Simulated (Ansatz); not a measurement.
# BePd (Pm-3m): phonons and vibrational spectra

Wanted: vibrations and spectra of BePd (Pm-3m); the cell is already relaxed. After the zone centre comes a 4×4×4 q mesh on a 16×16×16 k mesh.

Calculated with Ansatz 0.2.0; DFT PBEsol, scalar-relativistic, plane waves, PAW.

### Step 1. The structure

Symmetry: Pm-3m, No. 221, cubic system. Conventional cell: a = 2.798 Å, b = 2.798 Å, c = 2.798 Å, α = 90.00°, β = 90.00°, γ = 90.00°. Be has 8 Pd at 2.42 Å nearest. Nearest to Pd lie 8 Be at 2.42 Å. Farther neighbours are not listed.

Structure file:

```cif
data_structure
_symmetry_space_group_name_H-M 'Pm-3m'
_symmetry_Int_Tables_number 221
_cell_length_a 2.7976
_cell_length_b 2.7976
_cell_length_c 2.7976
_cell_angle_alpha 90.000
_cell_angle_beta 90.000
_cell_angle_gamma 90.000
_cell_volume 21.90
loop_
_atom_site_label
_atom_site_type_symbol
_atom_site_symmetry_multiplicity
_atom_site_Wyckoff_symbol
_atom_site_fract_x
_atom_site_fract_y
_atom_site_fract_z
_atom_site_occupancy
Be1 Be 1 a 0.00000 0.00000 0.00000 1
Pd1 Pd 1 b 0.50000 0.50000 0.50000 1
```

### Step 2. Zone-centre response

The cell comes from relaxations at this level that are not shown. The zone centre comes first: it holds the modes that light can see, as far as symmetry allows. No field response is asked, since the mesh shows no gap.

The input, input.yaml:

```yaml
crystal:
  lattice:
    - [2.7976391317, 0.0, 0.0]
    - [0.0, 2.7976391317, 0.0]
    - [0.0, 0.0, 2.7976391317]
  atoms:
    - { symbol: Be, position: [0.0, 0.0, 0.0] }
    - { symbol: Pd, position: [0.5, 0.5, 0.5] }
kpoints:
  mp_grid: { grid: [16, 16, 16] }
hamiltonian:
  xc: pbesol
scf:
  occupations: { method: methfessel_paxton, width: 0.15 }
output:
  eigenvalues: true
phonons:
  method: dfpt
```

Run with:

```bash
$ ansatz run input.yaml --threads 4 --pin off --max-ram 7168MiB --backend cpu --events-out ev --progress --plain --runs-dir out
```

Numbers of over 12 decimals in the logs are rounded to 6 here.

The log of the run:

```text
Engine: ansatz 0.2.0, aarch64-unknown-linux-gnu
Pseudopotentials: kind: paw
Pseudopotential: Be, paw, valence charge 2, recommended cutoff 420 eV (normal), Be.paw.azcp
Pseudopotential: Pd, paw, valence charge 18, recommended cutoff 420 eV (normal), Pd.paw.azcp
Functional definition: PBEsol
  exchange = pbesol_x
  correlation = pbesol_c
Crystal: 2 atoms, lattice volume = 21.897 Å³
Basis set: ecut = 420 eV, 437 PW (Γ), exchange–correlation on 40×40×40 points (8 copies of the dense FFT grid, shifted against one another)
Bands: 14, of which v1, the nominal top of the filled ones, is band 10 counted from 1 (9 counted from 0)
Symmetry: 48 space group operations
k-points: 405 of 4096 (irreducible under 8 space group operations, time reversal used)
Non-local potential: Be, projectors of the file, l = 0: 2, l = 1: 2, l = 2: 1
Non-local potential: Pd, projectors of the file, l = 0: 2, l = 1: 2, l = 2: 2, l = 3: 1
PAW form: soft (Blöchl's): semilocal exchange-correlation on the pseudo side does not see the compensation charge
PAW frozen core: Be, regenerated for the run's functional, and the local potential with it (the file was generated under x = pbe(κ = 0.804, μ = 0.219515), c = pbe(β = 0.066725))
PAW frozen core: Pd, regenerated for the run's functional, and the local potential with it (the file was generated under x = pbe(κ = 0.804, μ = 0.219515), c = pbe(β = 0.066725))
PAW one-centre angular grid: Be, 110 points (default); XC on 64 Gauss nodes
PAW one-centre angular grid: Pd, 590 points (default); XC on 64 Gauss nodes
Initial density: superposition of atomic densities (neutral atoms: chi_scale 0, normalization atom), corrected by the library's trained network
Initial wavefunctions: pseudopotential atomic-orbital guess
Functional: x = pbesol(κ = 0.804, μ = 0.123457), c = pbesol(β = 0.046)
SCF iter   1: F=—  HF=-6998.250435 eV  |F-HF|=—  |Δ(HF+E_count)|=         —  Δρ=8.92e-3  dr2=1.75e-2  ethr=1.77e-3  ⟨swp⟩=5.0  Hψ=31892  notcnv=0
preconditioner: auto → none  [metal: Δε(μ)=0.003 eV  Ē_g=10.924 eV  σ=0.150 eV  W_gap=0.02  n_scr=6 (ndim 8)  ℏωp=27.5 eV  f_vac=0.000  D(μ)=0.85/eV (n_scr^D=6)  sad-step TF]
SCF iter   2: F=—  HF=-6998.247313 eV  |F-HF|=—  |Δ(HF+E_count)|=   3.12e-3  S|Δr|=    0.00e0  Δρ=4.61e-3  dr2=5.05e-3  ethr=8.74e-5  ⟨swp⟩=1.0  Hψ=8910  notcnv=0
SCF iter   3: F=—  HF=-6998.246171 eV  |F-HF|=—  |Δ(HF+E_count)|=   1.14e-3  S|Δr|=    0.00e0  Δρ=2.54e-4  dr2=7.65e-6  ethr=2.53e-5  ⟨swp⟩=2.6  Hψ=7956  notcnv=0
SCF iter   4: F=—  HF=-6998.246171 eV  |F-HF|=—  |Δ(HF+E_count)|=   1.31e-7  S|Δr|=    0.00e0  Δρ=3.92e-5  dr2=8.93e-8  ethr=3.83e-8  ⟨swp⟩=2.7  Hψ=9869  notcnv=0
SCF iter   5: F=—  HF=-6998.246168 eV  |F-HF|=—  |Δ(HF+E_count)|=   2.62e-6  S|Δr|=    0.00e0  Δρ=2.37e-6  dr2=4.26e-10  ethr=4.47e-10  ⟨swp⟩=2.3  Hψ=8257  notcnv=0
SCF iter   6: F=-6998.246168 eV  HF=-6998.246168 eV  |F-HF|=3.64e-12  |Δ(HF+E_count)|=  2.84e-10  S|Δr|=    0.00e0  Δρ=1.67e-7  dr2=4.06e-12  ethr=1.00e-12  ⟨swp⟩=5.7  Hψ=24401  notcnv=0
SCF 1 converged in 6 iterations: F = -6998.246168 eV  dr2 = 4.06e-12
  greatest PAW one-centre occupation: 0.999 electrons in one spin orbital (limit 2), on the Pd atom at site 1 (counted from 0), in its partial waves of l = 0
DFPT response loops at Γ: preconditioner auto → Kerker (q_TF=auto, 2.687 Å⁻¹) (partly filled bands, converged f_vac=0.000); β = 1.00, the filter's whole step (`scf.mixing.beta` (0.50) is not read by the response loops under this deck's `scf.mixing.preconditioner`; to damp them name `kerker` or `kerker_dos`, under which they read `scf.mixing.beta`, and type it under 1.00, their step now; both keys bind the ground state too); Broyden in place of MSR1
SCF converged after 6 iterations
Stability not checked: this state was not tested for a lower state beside it, because cold or Methfessel-Paxton smearing, or corrected tetrahedra, fill the levels in a way that the test cannot read (fill_not_monotonic; see scf.lower_state_search)
Free energy (F): -6998.246168 eV
Harris-Foulkes:  -6998.246168 eV  (|F-HF|=3.64e-12)
Internal energy: -6998.245379 eV  (E = F + TS)
E sigma→0 (E₀):  -6998.245971 eV
Entropy (-TS):   -0.000789 eV (-0.395 meV/atom)
Fermi energy:    17.175830 eV
--- Per-component energies (eV) ---
  E_band       = -186.207861
  E_kinetic    = 534.565494
  E_local      = -2184.117955  (includes V_loc(G=0)·N_el)
  E_nonlocal   = 221.954119
  E_hartree    = 902.707010
  E_xc         = -188.530080
  E_vxc        = -233.658361  (∫ρ·V_xc dr)
  E_paw        = -3741.523642  (= ΣΔE_a)
  E_vpaw       = -330.365281  (= ΣTr[D̂ρ^β])
  E_aug_tail   = 0.000216  (compensation charges beyond the density's cutoff)
  E_ewald      = -2543.612596
  E_core_change = 0.312055  (= ΣΔE_core)
  E_smearing   = -0.000789  (= −TS)
  E_closure    = -0.000000  (closes the sum)
  Σ components = -6998.246168   (vs F -6998.246168, Δ=0.00e0)
--- Band table (eV; the first three rows and the last of 405) ---
  k-point 0: bands = [... 6 lower, 11.4344, 14.8024, 14.8024, 14.8024, 22.5568, 22.5568, 22.5568, 31.5395]
  k-point 1: bands = [... 6 lower, 11.4750, 14.7238, 14.7238, 14.8078, 22.2592, 22.7044, 22.7044, 31.4018]
  k-point 2: bands = [... 6 lower, 11.5918, 14.5115, 14.5115, 14.8235, 21.4998, 23.1249, 23.1249, 31.0233]
  k-point 404: bands = [... 6 lower, 10.6298, 15.9432, 15.9432, 21.9758, 22.7696, 22.7696, 22.7696, 23.9996]
--- Phonons (Γ-DFPT): 2 representative perturbations + reference, on 405 of 4096 k-points (Σ response iterations 6) ---
  k mesh reduced under 8 symmetry operations, with k and −k counted as one. Each operation leaves every solved perturbation unchanged. A smaller set is not used because it would not reduce the number of displacements times k-points to solve
  ASR residual: 1.764e-4 → 0.000e0 eV/Å²; symmetrization residual: 3.752e-7 eV/Å²
  ASR residual per site (eV/Å²): 8.28e-5 1.76e-4
  Γ frequencies (cm⁻¹): 0.00 0.00 0.00 379.68 379.68 379.68
  non-analytic LO–TO correction: not included (Born effective charges unavailable; polar crystals: no LO–TO splitting at Γ)
```

The job ended after 8.4 s (4 threads of Arm Neoverse V1, shared host; peak memory 0.56 GiB).

Reading the cycles: dr2 is the Hartree energy of the density residual (eV), the measure of convergence; HF is the Harris–Foulkes estimate of the energy, which meets the free energy F at convergence.

Numbers from this step:

- volume per atom: 10.95 Å³
- gap on the k-mesh: 0 eV
- sum-rule residual before enforcement: 1.76e-4 eV/Å²
- point group: m-3m
- highest optical mode at the zone centre (no LO-TO term): 379.7 cm⁻¹
- lowest optical zone-centre mode: 379.7 cm⁻¹

Patterns of degenerate modes are one choice out of their space. The modes at Γ (shares of kinetic energy by element, %):

```csv
mode,frequency (cm⁻¹),symmetry,Be %,Pd %
1,0.0,acoustic,8,92
2,0.0,acoustic,8,92
3,0.0,acoustic,8,92
4,379.7,T1u,92,8
5,379.7,T1u,92,8
6,379.7,T1u,92,8
```

Displacements in mode 5 (379.7 cm⁻¹), the largest set to 1:
```
Be1  1.00  0.00  0.00
Pd2 -0.08  0.00  0.00
```

Before it was imposed, the acoustic sum rule was missed by 1.8e-4 eV/Å². Small misses are needed for a sound result but don't prove that mesh and cutoff are converged. The lowest optical mode is real, 380 cm⁻¹.

### Step 3. The dispersion

Stability and thermal properties need the whole zone. Linear response on a 4×4×4 q mesh gives force constants as far as a supercell of that size would.

input.yaml: that of step 2 with these lines changed.

```diff
@@ -18 +18,8 @@
   method: dfpt
+  qmesh: [4, 4, 4]
+  temperatures: { t_max: 1000, t_step: 50 }
+  qpath:
+    path:
+      - [[0.0, 0.0, 0.0], [0.0, 0.5, 0.0], [0.5, 0.5, 0.0], [0.0, 0.0, 0.0], [0.5, 0.5, 0.5], [0.0, 0.5, 0.0]]
+      - [[0.5, 0.5, 0.5], [0.5, 0.5, 0.0]]
+    npoints: 10
```

The log of the run:

```text
[...]
Crystal: 2 atoms, lattice volume = 21.897 Å³
Basis set: ecut = 420 eV, 437 PW (Γ), exchange–correlation on 40×40×40 points (8 copies of the dense FFT grid, shifted against one another)
Bands: 14, of which v1, the nominal top of the filled ones, is band 10 counted from 1 (9 counted from 0)
Symmetry: 48 space group operations
k-points: 165 of 4096
[...]
SCF iter   1: F=—  HF=-6998.250432 eV  |F-HF|=—  |Δ(HF+E_count)|=         —  Δρ=8.92e-3  dr2=1.75e-2  ethr=1.77e-3  ⟨swp⟩=5.0  Hψ=12965  notcnv=0
[...]
SCF iter   6: F=-6998.246168 eV  HF=-6998.246168 eV  |F-HF|=2.73e-12  |Δ(HF+E_count)|=  2.65e-10  S|Δr|=    0.00e0  Δρ=1.42e-7  dr2=2.60e-12  ethr=1.00e-12  ⟨swp⟩=5.8  Hψ=9943  notcnv=0
SCF 1 converged in 6 iterations: F = -6998.246168 eV  dr2 = 2.60e-12
[...]
iter 1 solved again at ethr=4.80e-8 eV; its pass at ethr=3.10e-3 eV (dr2=9.59e-6 eV) is discarded
SCF iter   1: F=—  HF=-6998.246170 eV  |F-HF|=—  |Δ(HF+E_count)|=         —  Δρ=3.15e-7  dr2=1.50e-11  ethr=4.80e-8  ⟨swp⟩=2.9  Hψ=18662  notcnv=0
eigensolver tolerance schedule: the retry pair's looser diagonalisation over-reported the residual by 640393.44 of it (diagonalisation noise at an unbounded share of the residual, at the tolerance the schedule requests for it); recorded, not acted on — ethr = c·dr2/N_el stays at c = 1.0e-1
[...]
SCF iter   2: F=—  HF=-6998.246168 eV  |F-HF|=—  |Δ(HF+E_count)|=   1.42e-6  S|Δr|=    0.00e0  Δρ=1.67e-7  dr2=4.33e-12  ethr=1.00e-12  ⟨swp⟩=2.2  Hψ=8724  notcnv=0
SCF iter   3: F=-6998.246168 eV  HF=-6998.246168 eV  |F-HF|=9.09e-13  |Δ(HF+E_count)|=  9.09e-13  S|Δr|=    0.00e0  Δρ=7.84e-8  dr2=6.66e-13  ethr=1.00e-12  ⟨swp⟩=1.0  Hψ=5280  notcnv=0
SCF 2 converged in 3 iterations: F = -6998.246168 eV  dr2 = 6.66e-13
phonons: the bands overlap, so this run is a metal and interpolates without the dipole-dipole term. If the crystal is really an insulator or semiconductor, its LO-TO splitting is missing
NSCF: frozen V_eff on 165 k-points
[...]
DFPT response loops at q = (0, 0, 0) (fractional): preconditioner auto → Kerker (q_TF=auto, 2.687 Å⁻¹) (partly filled bands, converged f_vac=0.000); β = 1.00, the filter's whole step (`scf.mixing.beta` (0.50) is not read by the response loops under this deck's `scf.mixing.preconditioner`; to damp them name `kerker` or `kerker_dos`, under which they read `scf.mixing.beta`, and type it under 1.00, their step now; both keys bind the ground state too); Broyden in place of MSR1
[...]
SCF converged after 6 iterations
[...]
Free energy (F): -6998.246168 eV
[...]
Internal energy: -6998.245379 eV  (E = F + TS)
E sigma→0 (E₀):  -6998.245971 eV
Entropy (-TS):   -0.000789 eV (-0.395 meV/atom)
Fermi energy:    17.175830 eV
[...]
--- Band table (eV; the first three rows and the last of 165) ---
  k-point 0: bands = [... 6 lower, 11.4344, 14.8024, 14.8024, 14.8024, 22.5568, 22.5568, 22.5568, 31.5395]
  k-point 1: bands = [... 6 lower, 11.4750, 14.7238, 14.7238, 14.8078, 22.2592, 22.7044, 22.7044, 31.4018]
  k-point 2: bands = [... 6 lower, 11.5918, 14.5115, 14.5115, 14.8235, 21.4998, 23.1249, 23.1249, 31.0233]
  k-point 164: bands = [... 6 lower, 10.6298, 15.9432, 15.9432, 21.9758, 22.7696, 22.7696, 22.7696, 23.9996]
--- Phonons (Γ-DFPT): 2 representative perturbations + reference (Σ response iterations 6) ---
  ASR residual: 1.490e-4 → 0.000e0 eV/Å²; symmetrization residual: 8.088e-7 eV/Å²
  ASR residual per site (eV/Å²): 8.38e-5 1.49e-4
  Γ frequencies (cm⁻¹): 0.00 0.00 0.00 379.68 379.68 379.68
--- Phonons (arbitrary-q DFPT): 10 irreducible q on the 4×4×4 mesh ---
  q = [0.0000, 0.0000, 0.0000] (star 1, of the zone-centre solve; hermiticity 3.67e-7, symmetrization 2.83e-12): -0.00 -0.00 0.00 379.68 379.68 379.68
  q = [0.0000, 0.0000, 0.2500] (star 6, 4 solved perturbations in 4032 linear systems a pass and spin channel, the states on 1296 of 4096 k-point pairs; hermiticity 2.14e-7, symmetrization 3.85e-13): 80.76 80.76 157.29 398.15 398.15 405.81
[...]
q = [0.0000, 0.2500, -0.5000] (star 12, 6 solved perturbations on 1296 of 4096 k-point pairs; hermiticity 8.77e-8, symmetrization 2.62e-9): 107.96 140.07 193.10 394.42 394.87 410.30
[...]
sum rule: each row above includes the acoustic sum rule's correction from the zone centre's row sums; it moved no ω² by more than (1.59 cm⁻¹)²
  mesh force constants: q→R imaginary residual 1.77e-18; ASR residual 1.490e-4 → 0.000e0 eV/Å²; symmetrization residual 7.105e-15 eV/Å²
  interpolated dispersion: 62 rows × 6 modes
  density of states and harmonic sums: on the 24×24×24 q-mesh, interpolated from the force constants of a 4×4×4 supercell (no non-analytic term)
  largest difference from the sums on the solved wave vectors: F 1.10e-2 eV, S 1.51e-5 and C_V 4.02e-6 eV/K
  zero-point energy: 0.101069 eV/cell   skipped modes (ω ≤ 0): 3   left out of the sums: 3.62e-5 of the cell's modes: C_V's classical limit lies that fraction below 3 k_B per atom; for a crystal, a wire or a layer, F and S can be off by more, and a phonons.interpolated_qmesh denser along its periods is the remedy for the sampling
```

Wall time 4.2 min (4 threads); peak memory 1.8 GiB; 16 min of CPU time.

Numbers from this step:

| Quantity | Value |
| --- | --- |
| sum-rule residual before enforcement | 1.49e-4 eV/Å² |
| lowest frequency on the path | 0 cm⁻¹ |
| highest frequency on the path or at a solved wavevector | 465.6 cm⁻¹ |
| mean frequency | 271.7 cm⁻¹ |
| Debye temperature (second moment) | 560 K |
| logarithmic mean frequency | 235.4 cm⁻¹ |
| lowest mode on the q mesh (acoustic modes at Γ apart) | 80.76 cm⁻¹ |
| zero-point energy per atom | 50.53 meV |
| heat capacity at 300 K | 21.23 J/(mol atoms K) |
| vibrational entropy at 300 K | 23.93 J/(mol atoms K) |
| edges of the widest gap between branches, on path and mesh | 218.2, 363.7 cm⁻¹ |

Frequencies (cm⁻¹) solved at each irreducible wavevector; negative means imaginary. Frequencies by wavevector, by row:

```csv
q in reciprocal lattice units,star,mode 1,mode 2,mode 3,mode 4,mode 5,mode 6
0 0 0,1,0,0,0,379.7,379.7,379.7
0 0 0.25,6,80.8,80.8,157.3,398.1,398.1,405.8
0 0 -0.5,3,108.1,108.1,218.2,418.8,418.8,465.6
0 0.25 0.25,12,94.6,122.2,167.4,372.7,397.2,436.9
0 0.25 -0.5,12,108,140.1,193.1,394.4,394.9,410.3
0 -0.5 -0.5,3,108.3,158.9,158.9,363.7,375,375
0.25 0.25 0.25,8,145.4,145.4,166.5,391.8,391.8,410.9
0.25 0.25 -0.5,12,145.2,151.7,188.9,374.8,401,414.2
0.25 -0.5 -0.5,6,146.9,185.5,185.5,395.6,395.6,396.4
-0.5 -0.5 -0.5,1,182.2,182.2,182.2,415,415,415
```

Interpolated from a 4×4×4 q mesh. Phonon branches along the path, in cm⁻¹:

```csv
point,branch 1,branch 2,branch 3,branch 4,branch 5,branch 6
Γ,0,0,0,380,380,380
halfway,81,81,157,398,398,406
X,108,108,218,419,419,466
halfway,108,140,193,394,395,410
M,108,159,159,364,375,375
halfway,95,122,167,373,397,437
Γ,0,0,0,380,380,380
halfway,145,145,166,392,392,411
R,182,182,182,415,415,415
halfway,145,152,189,375,401,414
X,108,108,218,419,419,466
jump to R,182,182,182,415,415,415
halfway,147,186,186,396,396,396
M,108,159,159,364,375,375
```

The phonon branches as a text plot (rows in cm⁻¹):

```
    456 |      ***                                      **
    436 |     *   *        ****                        *
    417 |    *******      *    *     ****   ****************
    398 |   **     **    * ******   *   *****    **** **   ***
    378 |***        ********************   *       ***        ***
    359 |              **                                       *
    340 |
    320 |
    301 |
    281 |
    262 |
    243 |
    223 |      ***                                      **
    204 |     *   **                                  **
    184 |    *      *     ***               **********    ****
    165 |   *        *****   *         *****      **       ** ***
    146 |           **   **   *         *           **       *
    126 |         **       *** *     ***             **       *
    107 |  *  *************** *     ***                ***     **
     87 |   **               ****
     68 | *                    *    *
     49 |  *                    ** *
     29 |**                      * *
     10 |*                        *
         Γ      X      M          Γ            R        X|R     M
```

Tetrahedra on a 24×24×24 mesh, mean over bins of 5 cm-1. Interpolated from a 4×4×4 q mesh. The phonon density of states by wavenumber; read off at these points:

wavenumber (cm⁻¹), phonon density of states (1/cm⁻¹/cell) and a bar:
```
        2     0.0000 
       18     0.0001 
       28     0.0003 
       42     0.0009 
       52     0.0015 #
       68     0.0031 #
       78     0.0047 ##
       92     0.0099 ####
      102     0.0202 ########
      108     0.0437 #################
      118     0.0273 ###########
      128     0.0230 #########
      142     0.0215 ########
      152     0.0221 #########
      168     0.0231 #########
      178     0.0447 #################
      182     0.0479 ###################
      192     0.0124 #####
      202     0.0068 ###
      218     0.0009 
      228     0.0000 
      242     0.0000 
      252     0.0000 
      268     0.0000 
      278     0.0000 
      292     0.0000 
      302     0.0000 
      318     0.0000 
      328     0.0000 
      342     0.0000 
      352     0.0000 
      368     0.0025 #
      378     0.0768 ##############################
      392     0.0506 ####################
      398     0.0686 ###########################
      402     0.0516 ####################
      412     0.0590 #######################
      418     0.0244 ##########
      428     0.0211 ########
      442     0.0047 ##
      452     0.0021 #
      468     0.0000
```

The partial phonon density of states has structure finer than the step of the table below, so its rows give means over 10 cm⁻¹, whole bins alone (the curve runs from -10 to 489 cm⁻¹). Peaks (cm⁻¹: height): Be 378.9: 0.0599, 397.8: 0.0586; Pd 109.2: 0.0377, 181.3: 0.0429.

Phonopy on the run's constants, 21x21x21 mesh, Gaussian sigma 3.6 cm-1. Interpolated from a 4×4×4 q mesh. Table of partial phonon density of states by wavenumber; means over each step; values in 1/cm⁻¹/cell:

```csv
wavenumber (cm⁻¹),Be,Pd
0,0,2.4e-5
10,1.5e-6,3.0e-5
20,1.5e-5,1.9e-4
30,3.2e-5,4.1e-4
40,6.5e-5,8.4e-4
50,9.4e-5,0.00131
60,1.3e-4,0.00199
70,2.0e-4,0.00344
80,2.5e-4,0.00521
90,3.2e-4,0.00873
100,4.1e-4,0.0191
110,4.7e-4,0.0340
120,5.2e-4,0.0257
130,6.5e-4,0.0221
140,7.9e-4,0.0204
150,0.00104,0.0213
160,0.00114,0.0210
170,0.00129,0.0270
180,0.00194,0.0396
190,0.00121,0.0235
200,3.3e-4,0.00803
210,9.1e-5,0.00418
220,9.2e-6,8.9e-4
230,0,9.2e-6
240,0,0
250,0,0
260,0,0
270,0,0
280,0,0
290,0,0
300,0,0
310,0,0
320,0,0
330,0,0
340,0,0
350,2.4e-6,0
360,6.9e-4,2.6e-5
370,0.0194,0.00164
380,0.0546,0.00426
390,0.0504,0.00243
400,0.0556,0.00152
410,0.0502,7.0e-4
420,0.0257,2.7e-4
430,0.0190,1.1e-4
440,0.00942,3.8e-5
450,0.00274,1.1e-5
460,0.00108,1.1e-6
470,1.3e-4,0
480,6.0e-7,0
```

Second derivatives of the energy by pair, one row for each kind of neighbour of each atom listed. Each entry sums the pair over the periodic images of the supercell that the q mesh stands for, and in a polar crystal it holds the long-range dipole part too. Force constants by pair, by row:

```csv
atom,neighbour,distance (Å),third of the trace (eV/Å²),along the pair's line (eV/Å²)
Be1,itself,0,5.144,–
Be1,Pd,2.423,-0.501,-1.631
Be1,Be,2.798,0.0287,-0.0177
Be1,Be,3.956,-0.0066,-0.0883
Be1,Pd,4.639,-0.0159,-0.0288
Be1,Be,4.846,-0.1194,-0.3336
Be1,Be,5.595,0.0019,0.0186
Be1,Pd,6.097,0.0018,0.0058
Be1,Be,6.256,0.0036,0.0118
Pd2,itself,0,10.44,–
Pd2,Be,2.423,-0.501,-1.631
Pd2,Pd,2.798,-0.8241,-3.099
Pd2,Pd,3.956,-0.1241,-0.2708
Pd2,Be,4.639,-0.0159,-0.0288
Pd2,Pd,4.846,0.0403,0.09
Pd2,Pd,5.595,-0.0038,0.232
Pd2,Be,6.097,0.0018,0.0058
Pd2,Pd,6.256,0.0218,-0.0044
```

Harmonic thermodynamic functions per atom, from the density of states. Interpolated from a 4×4×4 q mesh. Thermodynamic functions, by row:

```csv
T (K),F_vib (meV/atom),S (J/mol-atom/K),C_V (J/mol-atom/K)
0,50.53,0,0
50,50.34,1.481,3.888
100,48.4,6.204,10.12
200,36.81,15.94,17.9
300,15.99,23.93,21.23
400,-12.21,30.26,22.71
500,-46.33,35.42,23.47
600,-85.34,39.74,23.9
700,-128.5,43.44,24.17
800,-175.2,46.68,24.34
900,-225.1,49.56,24.47
1000,-277.9,52.14,24.56
```

Harmonic mean-square displacement, third of the trace. Interpolated from a 4×4×4 q mesh. Mean square displacements, by row:

```csv
T (K),Be1 U_eq (Å²),Pd2 U_eq (Å²)
0,0.00502,0.00117
100,0.00534,0.00174
300,0.00807,0.00428
600,0.01405,0.00838
```

Symmetry leaves 10 wavevectors to solve. The lowest mode among them, the acoustic zeros apart, lies at q = (0, 0, 0.25) and is real, 80.8 cm⁻¹.

[end of part 1 of 2]

[Logs are printed without paths, hosts, clocks, repeated set-up lines and the standing remarks that a program may print on its own settings, such as how far it seeks lower states.]

[Hosts, paths, dates, database ids (printed as entryN), source tags and the programs' standing remarks are cut or masked in the printed files.]
